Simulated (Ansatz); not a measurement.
# Ti2CF2 monolayer: the cell at rest

Wanted: the relaxed cell of Ti2CF2 monolayer.

Program: Ansatz 0.2.0. Level of theory: DFT PBE, scalar-relativistic, plane waves, PAW. Results are calculated unless marked as measured.

Report form: the programs' logs are mostly left out.

### Step 1. The starting structure

The cell holds 5 atoms: 1 C, 2 Ti and 2 F. Cell: a = 3.040 Å, b = 3.040 Å, c = 20.000 Å, α = 90.0°, β = 90.0°, γ = 120.0°. Vacuum lies along c.

### Step 2. Probe on a coarse mesh

First a cheap look: the gap decides the mesh and the occupations, the pressure tells how far the cell has to move.

The program solves this slab on a cell height of its own, 33.2 Å, in place of the one typed.

The input, input.yaml:

```yaml
crystal:
  lattice:
    - [3.04, 0.0, 0.0]
    - [-1.52, 2.63272, 0.0]
    - [0.0, 0.0, 20.0]
  atoms:
    - { symbol: C, position: [0.0, 0.0, 0.5] }
    - { symbol: Ti, position: [0.333333, 0.666667, 0.56] }
    - { symbol: Ti, position: [0.666667, 0.333333, 0.44] }
    - { symbol: F, position: [0.666667, 0.333333, 0.6175] }
    - { symbol: F, position: [0.333333, 0.666667, 0.3825] }
  periodic: [true, true, false]
kpoints:
  mp_grid: { grid: [6, 6, 1] }
hamiltonian:
  xc: pbe
scf:
  occupations: { method: gaussian, width: 0.1 }
output:
  forces: true
  stress: true
  eigenvalues: true
```

Run with:

```
$ ansatz run input.yaml --threads 8 --pin off --max-ram 14336MiB --backend cpu --events-out ev --progress --plain --runs-dir out
```

Wall time 0.79 s (8 threads of Intel Xeon 6975P-C (Granite Rapids), shared host); peak memory 0.71 GiB; 3 s of CPU time.

This run has no spin polarisation, although Ti can carry a moment.

Numbers from this step:

| Quantity | Value |
| --- | --- |
| gap on the k-mesh | 0 eV |
| area per atom | 1.601 Å² |

The coarse mesh shows no gap.

### Step 3. Rough relaxation

A rough relaxation comes first, because large forces or stress need no tight tolerances yet.

The program solves this slab on a cell height of its own, 33.2 Å, in place of the one typed.

Changes to input.yaml since step 2:

```diff
@@ -13,3 +13,3 @@
 kpoints:
-  mp_grid: { grid: [6, 6, 1] }
+  mp_grid: { grid: [9, 9, 1] }
 hamiltonian:
@@ -22 +22,6 @@
   eigenvalues: true
+relax:
+  adjacent_minimum: "off"
+  f_tol: 0.05
+  max_steps: 80
+  cell: { stress_2d_tol: 0.02 }
```

Elapsed: 8.5 s, on 8 threads; peak memory 0.86 GiB; 39 s of CPU time.

Relaxation path:

```csv
step,energy less that of the first step (eV),largest force component (eV/Å),volume (Å³)
1,0.0000,2.2508,265.72
2,-0.1658,0.4318,268.79
3,-0.1850,0.0909,266.05
4,-0.1871,0.0083,267.81
5,-0.1869,0.0013,268.25
6*,-0.1887,0.0011,268.25
7,-0.1887,0.0003,268.37
8*,-0.1887,0.0003,268.37
```

Relaxation steps marked * repeat the geometry before them on a plane-wave basis chosen anew for their cell, so energy and pressure can jump there.

Forces are held to the 12 operations that the run works with; a distortion that breaks them can't arise in this run.

```csv
cell as run,before,after,change
a (Å),3.040,3.055,+0.5 %
b (Å),3.040,3.055,+0.5 %
```

The atoms that moved most (Å, along periodic axes as changes of fractional coordinates times the final cell, across vacuum about the mean position):

```csv
atom,dx,dy,dz,length
Ti2,0.000,0.000,-0.063,0.063
Ti3,0.000,0.000,0.063,0.063
F4,0.000,0.000,0.040,0.040
F5,0.000,0.000,-0.040,0.040
```

Final coordinates:

```xyz
5
Lattice="3.0552 0.0000 0.0000 -1.5276 2.6459 0.0000 0.0000 0.0000 33.2000" Properties=species:S:1:pos:R:3
C     0.0000    0.0000   10.0000
Ti    0.0000    1.7639   11.1370
Ti    1.5276    0.8820    8.8630
F     1.5276    0.8820   12.3898
F     0.0000    1.7639    7.6102
```

This step gave:

```yaml
area_per_atom: 1.617 Å²
```

The relaxation ends with a largest force component of 3.1e-4 eV/Å.

### Step 4. Bringing the structure to rest

The cell and atoms are relaxed, since residual forces and stress would shift the frequencies.

The input, input.yaml:

```yaml
crystal:
  lattice:
    - [3.0551747236, 0.0, 0.0]
    - [-1.5275873618, 2.6458589236, 0.0]
    - [0.0, 0.0, 33.2]
  atoms:
    - { symbol: C, position: [0.0, 0.0, 0.3012048193] }
    - { symbol: Ti, position: [0.3333333333, 0.6666666667, 0.3354503225] }
    - { symbol: Ti, position: [0.6666666667, 0.3333333333, 0.2669593161] }
    - { symbol: F, position: [0.6666666667, 0.3333333333, 0.3731879394] }
    - { symbol: F, position: [0.3333333333, 0.6666666667, 0.2292216992] }
  periodic: [true, true, false]
kpoints:
  mp_grid: { grid: [15, 15, 1] }
hamiltonian:
  xc: pbe
scf:
  occupations: { method: gaussian, width: 0.1 }
output:
  forces: true
  stress: true
  eigenvalues: true
  write_density: true
  write_potential: true
  elf: true
  volumetric_format: npy
relax:
  adjacent_minimum: "off"
  f_tol: 0.005
  max_steps: 80
  cell: { stress_2d_tol: 0.02 }
```

Wall time 8.4 s (8 threads); peak memory 0.97 GiB.

Little changed from the start: no atom moved by 0.005 Å and no cell edge by 0.1 %.

Numbers from this step:

* area per atom: 1.616 Å²

Electrostatic potential energy in the ac plane at fractional y = 0.333, with atoms of Ti and F within 0.2 Å of it. With pseudopotentials it is smooth inside the atoms' cores, unlike the true potential.

Values in eV, 24 rows by 16 columns, each cell a mean:
```
  0   0   0   0   0   0   0   0   0   0   0   0   0   0   0   0
  0   0   0   0   0   0   0   0   0   0   0   0   0   0   0   0
  0   0   0   0   0   0   0   0   0   0   0   0   0   0   0   0
  0   0   0   0   0   0   0   0   0   0   0   0   0   0   0   0
  0   0   0   0   0   0   0   0   0   0   0   0   0   0   0   0
  0   0   0   0   0   0   0   0   0   0   0   0   0   0   0   0
  0   0   0   0   0   0   0   0   0   0   0   0   0   0   0   0
  0   0   0   0   0   0   0   0   0   0   0   0   0   0   0   0
  0   0   0   0   0   0   0   0   0   0   0   0   0   0   0   0
  0   0   0   0   0   0   0   0   0   0   0   0   0   0   0   0
  0   0   0   0   0   0   0   0   0   0   0   0   0   0   0   0
  0   0   0   0   0   0   0   0   0   0   0   0   0   0   0   0
  0   0   0   0   0   0   0   0   0   0   0   0   0   0   0   0
  0   0   0   0   0   0   0   0   0   0   0   0   0   0   0   0
 -2  -1  -2  -2  -1  -1  -1  -4 -11 -14 -15 -15 -14 -12  -6  -2
-10 -12 -14 -14 -13 -11  -9  -9 -13 -15 -16 -17 -16 -14 -10  -8
 -8 -10 -11 -12 -11  -9  -8  -7  -8  -9  -9  -9  -9  -8  -7  -7
-12  -8  -6  -6  -7 -10 -17 -26 -29 -29 -29 -29 -29 -29 -27 -21
 -4  -3  -3  -3  -3  -4  -4  -6  -8  -9 -10 -10 -10  -8  -6  -5
  0   0   0   0   0   0   0   0   0   0   0   0   0   0   0   0
  0   0   0   0   0   0   0   0   0   0   0   0   0   0   0   0
  0   0   0   0   0   0   0   0   0   0   0   0   0   0   0   0
  0   0   0   0   0   0   0   0   0   0   0   0   0   0   0   0
  0   0   0   0   0   0   0   0   0   0   0   0   0   0   0   0
```
Columns run along a (3.1 Å; values clipped at the 3rd and 97th percentile), rows up along c (33.2 Å). Atoms in or near the plane, at fractional coordinates: Ti at (0.67, 0.27), F at (0.67, 0.37).

ELF in the ac plane at fractional y = 0.333, with atoms of Ti and F within 0.2 Å of it. It is the smooth field of the valence electrons, not physical close to the nuclei.

Ten even steps from '0' (0.00) to '9' (0.66), each cell a mean:
```
0000000000000000
0000000000000000
0000000000000000
0000000000000000
0000000000000000
0000000000000000
0000000000000000
0000000000000000
0000000000000000
0000000000000000
0000000000000000
0000000000000000
0000000000000000
0000000000000000
3100025899999986
2122123567777753
6777765433223345
2345422587557863
4677653111111112
0111100000000000
0000000000000000
0000000000000000
0000000000000000
0000000000000000
```
Columns run along a (3.1 Å), rows up along c (33.2 Å). Atoms in or near the plane, at fractional coordinates: Ti at (0.67, 0.27), F at (0.67, 0.37).

Valence density in the ac plane at fractional y = 0.333, with atoms of Ti and F within 0.2 Å of it. It is the smooth field of the valence electrons, not physical close to the nuclei.

Values in units of 1e0 e/Å³, 24 rows by 16 columns, each cell a mean:
```
0.0 0.0 0.0 0.0 0.0 0.0 0.0 0.0 0.0 0.0 0.0 0.0 0.0 0.0 0.0 0.0
0.0 0.0 0.0 0.0 0.0 0.0 0.0 0.0 0.0 0.0 0.0 0.0 0.0 0.0 0.0 0.0
0.0 0.0 0.0 0.0 0.0 0.0 0.0 0.0 0.0 0.0 0.0 0.0 0.0 0.0 0.0 0.0
0.0 0.0 0.0 0.0 0.0 0.0 0.0 0.0 0.0 0.0 0.0 0.0 0.0 0.0 0.0 0.0
0.0 0.0 0.0 0.0 0.0 0.0 0.0 0.0 0.0 0.0 0.0 0.0 0.0 0.0 0.0 0.0
0.0 0.0 0.0 0.0 0.0 0.0 0.0 0.0 0.0 0.0 0.0 0.0 0.0 0.0 0.0 0.0
0.0 0.0 0.0 0.0 0.0 0.0 0.0 0.0 0.0 0.0 0.0 0.0 0.0 0.0 0.0 0.0
0.0 0.0 0.0 0.0 0.0 0.0 0.0 0.0 0.0 0.0 0.0 0.0 0.0 0.0 0.0 0.0
0.0 0.0 0.0 0.0 0.0 0.0 0.0 0.0 0.0 0.0 0.0 0.0 0.0 0.0 0.0 0.0
0.0 0.0 0.0 0.0 0.0 0.0 0.0 0.0 0.0 0.0 0.0 0.0 0.0 0.0 0.0 0.0
0.0 0.0 0.0 0.0 0.0 0.0 0.0 0.0 0.0 0.0 0.0 0.0 0.0 0.0 0.0 0.0
0.0 0.0 0.0 0.0 0.0 0.0 0.0 0.0 0.0 0.0 0.0 0.0 0.0 0.0 0.0 0.0
0.0 0.0 0.0 0.0 0.0 0.0 0.0 0.0 0.0 0.0 0.0 0.0 0.0 0.0 0.0 0.0
0.0 0.0 0.0 0.0 0.0 0.0 0.0 0.0 0.0 0.0 0.0 0.0 0.0 0.0 0.0 0.0
0.1 0.0 0.0 0.0 0.0 0.1 0.2 0.4 1.1 2.5 3.9 4.1 3.0 1.5 0.6 0.2
0.3 0.3 0.3 0.4 0.3 0.3 0.3 0.5 1.0 2.1 3.2 3.4 2.5 1.3 0.6 0.3
0.4 0.5 0.6 0.6 0.5 0.5 0.4 0.3 0.3 0.3 0.3 0.3 0.3 0.3 0.3 0.3
0.3 0.3 0.3 0.3 0.3 0.3 0.5 1.2 3.1 5.4 6.9 7.1 6.0 3.9 1.7 0.6
0.2 0.2 0.3 0.3 0.3 0.2 0.2 0.1 0.2 0.2 0.3 0.3 0.3 0.2 0.1 0.1
0.0 0.0 0.0 0.0 0.0 0.0 0.0 0.0 0.0 0.0 0.0 0.0 0.0 0.0 0.0 0.0
0.0 0.0 0.0 0.0 0.0 0.0 0.0 0.0 0.0 0.0 0.0 0.0 0.0 0.0 0.0 0.0
0.0 0.0 0.0 0.0 0.0 0.0 0.0 0.0 0.0 0.0 0.0 0.0 0.0 0.0 0.0 0.0
0.0 0.0 0.0 0.0 0.0 0.0 0.0 0.0 0.0 0.0 0.0 0.0 0.0 0.0 0.0 0.0
0.0 0.0 0.0 0.0 0.0 0.0 0.0 0.0 0.0 0.0 0.0 0.0 0.0 0.0 0.0 0.0
```
Columns run along a (3.1 Å), rows up along c (33.2 Å). Atoms in or near the plane, at fractional coordinates: Ti at (0.67, 0.27), F at (0.67, 0.37).

### Step 5. Relaxing to small forces for the phonons

Phonons need a cell at rest on their own settings, so the relaxation is repeated with tight tolerances on forces and stress, using the mesh and the filling of the phonon run that follows.

The input, input.yaml:

```yaml
crystal:
  lattice:
    - [3.0548480909, 0.0, 0.0]
    - [-1.5274240455, 2.6455760515, 0.0]
    - [0.0, 0.0, 33.2]
  atoms:
    - { symbol: C, position: [0.0, 0.0, 0.3012048193] }
    - { symbol: Ti, position: [0.3333333333, 0.6666666667, 0.3354494578] }
    - { symbol: Ti, position: [0.6666666667, 0.3333333333, 0.2669601808] }
    - { symbol: F, position: [0.6666666667, 0.3333333333, 0.3731620838] }
    - { symbol: F, position: [0.3333333333, 0.6666666667, 0.2292475548] }
  periodic: [true, true, false]
kpoints:
  mp_grid: { grid: [18, 18, 1] }
hamiltonian:
  xc: pbe
scf:
  occupations: { method: methfessel_paxton, width: 0.15 }
output:
  forces: true
  stress: true
  eigenvalues: true
  write_density: true
  write_potential: true
  elf: true
  volumetric_format: npy
relax:
  adjacent_minimum: "off"
  f_tol: 0.001
  max_steps: 60
  cell: { stress_2d_tol: 0.002 }
```

The job ended after 16 s (8 threads; peak memory 1 GiB).

Little changed from the start: no atom moved by 0.005 Å and no cell edge by 0.1 %.

Valence density in the ac plane at fractional y = 0.333, with atoms of Ti and F within 0.2 Å of it. It is the smooth field of the valence electrons, not physical close to the nuclei.

Values in units of 1e0 e/Å³, 24 rows by 16 columns, each cell a mean:
```
0.0 0.0 0.0 0.0 0.0 0.0 0.0 0.0 0.0 0.0 0.0 0.0 0.0 0.0 0.0 0.0
0.0 0.0 0.0 0.0 0.0 0.0 0.0 0.0 0.0 0.0 0.0 0.0 0.0 0.0 0.0 0.0
0.0 0.0 0.0 0.0 0.0 0.0 0.0 0.0 0.0 0.0 0.0 0.0 0.0 0.0 0.0 0.0
0.0 0.0 0.0 0.0 0.0 0.0 0.0 0.0 0.0 0.0 0.0 0.0 0.0 0.0 0.0 0.0
0.0 0.0 0.0 0.0 0.0 0.0 0.0 0.0 0.0 0.0 0.0 0.0 0.0 0.0 0.0 0.0
0.0 0.0 0.0 0.0 0.0 0.0 0.0 0.0 0.0 0.0 0.0 0.0 0.0 0.0 0.0 0.0
0.0 0.0 0.0 0.0 0.0 0.0 0.0 0.0 0.0 0.0 0.0 0.0 0.0 0.0 0.0 0.0
0.0 0.0 0.0 0.0 0.0 0.0 0.0 0.0 0.0 0.0 0.0 0.0 0.0 0.0 0.0 0.0
0.0 0.0 0.0 0.0 0.0 0.0 0.0 0.0 0.0 0.0 0.0 0.0 0.0 0.0 0.0 0.0
0.0 0.0 0.0 0.0 0.0 0.0 0.0 0.0 0.0 0.0 0.0 0.0 0.0 0.0 0.0 0.0
0.0 0.0 0.0 0.0 0.0 0.0 0.0 0.0 0.0 0.0 0.0 0.0 0.0 0.0 0.0 0.0
0.0 0.0 0.0 0.0 0.0 0.0 0.0 0.0 0.0 0.0 0.0 0.0 0.0 0.0 0.0 0.0
0.0 0.0 0.0 0.0 0.0 0.0 0.0 0.0 0.0 0.0 0.0 0.0 0.0 0.0 0.0 0.0
0.0 0.0 0.0 0.0 0.0 0.0 0.0 0.0 0.0 0.0 0.0 0.0 0.0 0.0 0.0 0.0
0.1 0.0 0.0 0.0 0.0 0.1 0.2 0.4 1.1 2.5 3.9 4.1 3.0 1.5 0.6 0.2
0.3 0.3 0.3 0.4 0.3 0.3 0.3 0.5 1.0 2.1 3.2 3.4 2.5 1.3 0.6 0.3
0.4 0.5 0.6 0.6 0.5 0.5 0.4 0.3 0.3 0.3 0.3 0.3 0.3 0.3 0.3 0.3
0.3 0.3 0.3 0.3 0.3 0.3 0.5 1.2 3.1 5.4 6.9 7.1 6.0 3.9 1.7 0.6
0.2 0.2 0.3 0.3 0.3 0.2 0.2 0.1 0.2 0.2 0.3 0.3 0.2 0.2 0.1 0.1
0.0 0.0 0.0 0.0 0.0 0.0 0.0 0.0 0.0 0.0 0.0 0.0 0.0 0.0 0.0 0.0
0.0 0.0 0.0 0.0 0.0 0.0 0.0 0.0 0.0 0.0 0.0 0.0 0.0 0.0 0.0 0.0
0.0 0.0 0.0 0.0 0.0 0.0 0.0 0.0 0.0 0.0 0.0 0.0 0.0 0.0 0.0 0.0
0.0 0.0 0.0 0.0 0.0 0.0 0.0 0.0 0.0 0.0 0.0 0.0 0.0 0.0 0.0 0.0
0.0 0.0 0.0 0.0 0.0 0.0 0.0 0.0 0.0 0.0 0.0 0.0 0.0 0.0 0.0 0.0
```
Columns run along a (3.1 Å), rows up along c (33.2 Å). Atoms in or near the plane, at fractional coordinates: Ti at (0.67, 0.27), F at (0.67, 0.37).

Electrostatic potential energy in the ac plane at fractional y = 0.333, with atoms of Ti and F within 0.2 Å of it. With pseudopotentials it is smooth inside the atoms' cores, unlike the true potential.

Ten even steps from '0' (-29 eV) to '9' (0 eV), each cell a mean:
```
9999999999999999
9999999999999999
9999999999999999
9999999999999999
9999999999999999
9999999999999999
9999999999999999
9999999999999999
9999999999999999
9999999999999999
9999999999999999
9999999999999999
9999999999999999
9999999999999999
9999999865445579
6555566654444567
7665667777666777
6778764100000002
8888888876666778
9999999999999999
9999999999999999
9999999999999999
9999999999999999
9999999999999999
```
Columns run along a (3.1 Å; values clipped at the 3rd and 97th percentile), rows up along c (33.2 Å). Atoms in or near the plane, at fractional coordinates: Ti at (0.67, 0.27), F at (0.67, 0.37).

ELF in the ac plane at fractional y = 0.333, with atoms of Ti and F within 0.2 Å of it. It is the smooth field of the valence electrons, not physical close to the nuclei.

Ten even steps from '0' (0.00) to '9' (0.66), each cell a mean:
```
0000000000000000
0000000000000000
0000000000000000
0000000000000000
0000000000000000
0000000000000000
0000000000000000
0000000000000000
0000000000000000
0000000000000000
0000000000000000
0000000000000000
0000000000000000
0000000000000000
3100025899999986
2122123567777754
6777765433223345
2345422587557863
4677653111111112
0111100000000000
0000000000000000
0000000000000000
0000000000000000
0000000000000000
```
Columns run along a (3.1 Å), rows up along c (33.2 Å). Atoms in or near the plane, at fractional coordinates: Ti at (0.67, 0.27), F at (0.67, 0.37).

The largest force component left is 0.024 meV/Å, within the tolerances set.

### Step 6. What came out

```yaml
space_group_after_relaxation: P-3m1
lattice_constant_a: 3.055 Å
lattice_constant_b: 3.055 Å
area_per_atom: 1.62 Å²
```

The largest force component left is 0.024 meV/Å, within the tolerances set. The relaxation keeps the symmetry of its start, so it says nothing on stability against lower symmetry. The starting cell was built on a prototype and not taken from a measurement.

[Logs are printed without paths, hosts, clocks, repeated set-up lines and the standing remarks that a program may print on its own settings, such as how far it seeks lower states.]

[Hosts, paths, dates, database ids (printed as entryN), source tags and the programs' standing remarks are cut or masked in the printed files.]
